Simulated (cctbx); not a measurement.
# What is wrong with this refinement?

Cell a = 3.9620 Å, b = 3.9620 Å, c = 12.9330 Å, α = 90.00°, β = 90.00°, γ = 90.00°; space group P4/nmm (no. 129, origin choice 1).

The data are simulated with cctbx, not measured: Ag Kα, λ = 0.56087 Å, to d = 0.77 Å, 50 % of the full sphere, strongest reflection 5000 counts, noise from counting, a 1.5 % proportional error and a noise floor of 2 counts (s.d.); no absorption.

An anisotropic refinement with weights 1/σ² prints:

```text
Rint 0.036, 176 unique reflections to 0.77 A
cycle     R1     wR2    GooF  max shift (A)
   1  0.0263  0.0643   2.152   0.00482
   2  0.0171  0.0425   1.422   0.00003
final R1 0.0171 wR2 0.0425 GooF 1.422  parameters 19  data/parameter 9.3
atom        x        y        z      Ueq    occ   su(xyz)  su(Uiso or U11)
Sr1    0.00000  0.50000  0.60559   0.0102  1.000  0.00006  0.0003
Sr2    0.00000  0.50000  0.88106   0.0093  1.000  0.00006  0.0003
Al1    0.50000  0.00000  0.72878   0.0083  1.000  0.00021  0.0008
O1     0.50000  0.00000  0.92950   0.0062  1.000  0.00048  0.0020
F1     0.50000  0.00000  0.58262   0.0222  1.000  0.00051  0.0024
O2     0.50000  0.50000  0.74820   0.0107  1.000  0.00038  0.0021
difference map: max 1.11 min -1.31 rms 0.20
Q1    0.0000  0.3828  0.0637    8    1.11  0.47 A from O1
Q2    0.0000  0.5000  0.0285    2    1.11  0.54 A from O1
Q3    0.0000  0.5000  0.8198    2    1.09  0.79 A from Sr2
Q4    0.0000  0.5000  0.9588    2    0.55  1.00 A from Sr2
Q5    0.1275  0.3725  0.3682    8    0.42  0.96 A from F1
Q6    0.1475  0.3525  0.2936    8    0.41  0.88 A from Al1
```

Q: Accept it or mend it, and why?

Mend it. The fault: elements exchanged: F1 is O and O1 is F. Against the right model at the same level, R1 goes from 0.0123 to 0.0171 and GooF from 0.94 to 1.42, U of O1 shrinks from 0.0174 to 0.0062 Å² and U of F1 swells from 0.0102 to 0.0222 Å². F1 has 1 electron too many and its U swells to shed them, as expected (near an absorption edge f′ can widen the mismatch well beyond the difference in Z); O1 has 1 electron too few and its U shrinks to make up, as expected (near an absorption edge f′ can widen the mismatch well beyond the difference in Z).

The compound is Sr2AlO3F. The right model at the same level gives:

```text
Rint 0.036, 176 unique reflections to 0.77 A
cycle     R1     wR2    GooF  max shift (A)
   1  0.0169  0.0358   1.198   0.00592
   2  0.0123  0.0280   0.937   0.00000
final R1 0.0123 wR2 0.0280 GooF 0.937  parameters 19  data/parameter 9.3
atom        x        y        z      Ueq    occ   su(xyz)  su(Uiso or U11)
Sr1    0.00000  0.50000  0.60558   0.0104  1.000  0.00004  0.0002
Sr2    0.00000  0.50000  0.88105   0.0093  1.000  0.00004  0.0002
Al1    0.50000  0.00000  0.72863   0.0084  1.000  0.00014  0.0005
F1     0.50000  0.00000  0.92947   0.0174  1.000  0.00031  0.0014
O1     0.50000  0.00000  0.58253   0.0102  1.000  0.00033  0.0015
O2     0.50000  0.50000  0.74844   0.0108  1.000  0.00025  0.0014
difference map: max 0.84 min -0.83 rms 0.14
Q1    0.0000  0.5000  0.8186    2    0.84  0.81 A from Sr2
Q2    0.0000  0.5000  0.9965    2    0.64  0.96 A from F1
Q3    0.0000  0.0000  0.9185    4    0.40  1.99 A from F1
Q4    0.0000  0.1112  0.1492    8    0.40  1.39 A from O2
Q5    0.1130  0.3870  0.3772    8    0.38  0.82 A from O1
Q6    0.1443  0.3557  0.4975    8    0.36  1.31 A from O1
```

Isotropic U is held between 0.0001 and 1 Å² by the program, and listed peak heights are interpolated, so they can pass the grid's maximum.

The model was made for the exercise: a known structure type with other elements put in, its volume estimated, not relaxed; displacement parameters are assumed.

[Middle refinement cycles are left out of these outputs.]

[Logs are printed without paths, hosts, clocks, repeated set-up lines and the standing remarks that a program may print on its own settings, such as how far it seeks lower states.]
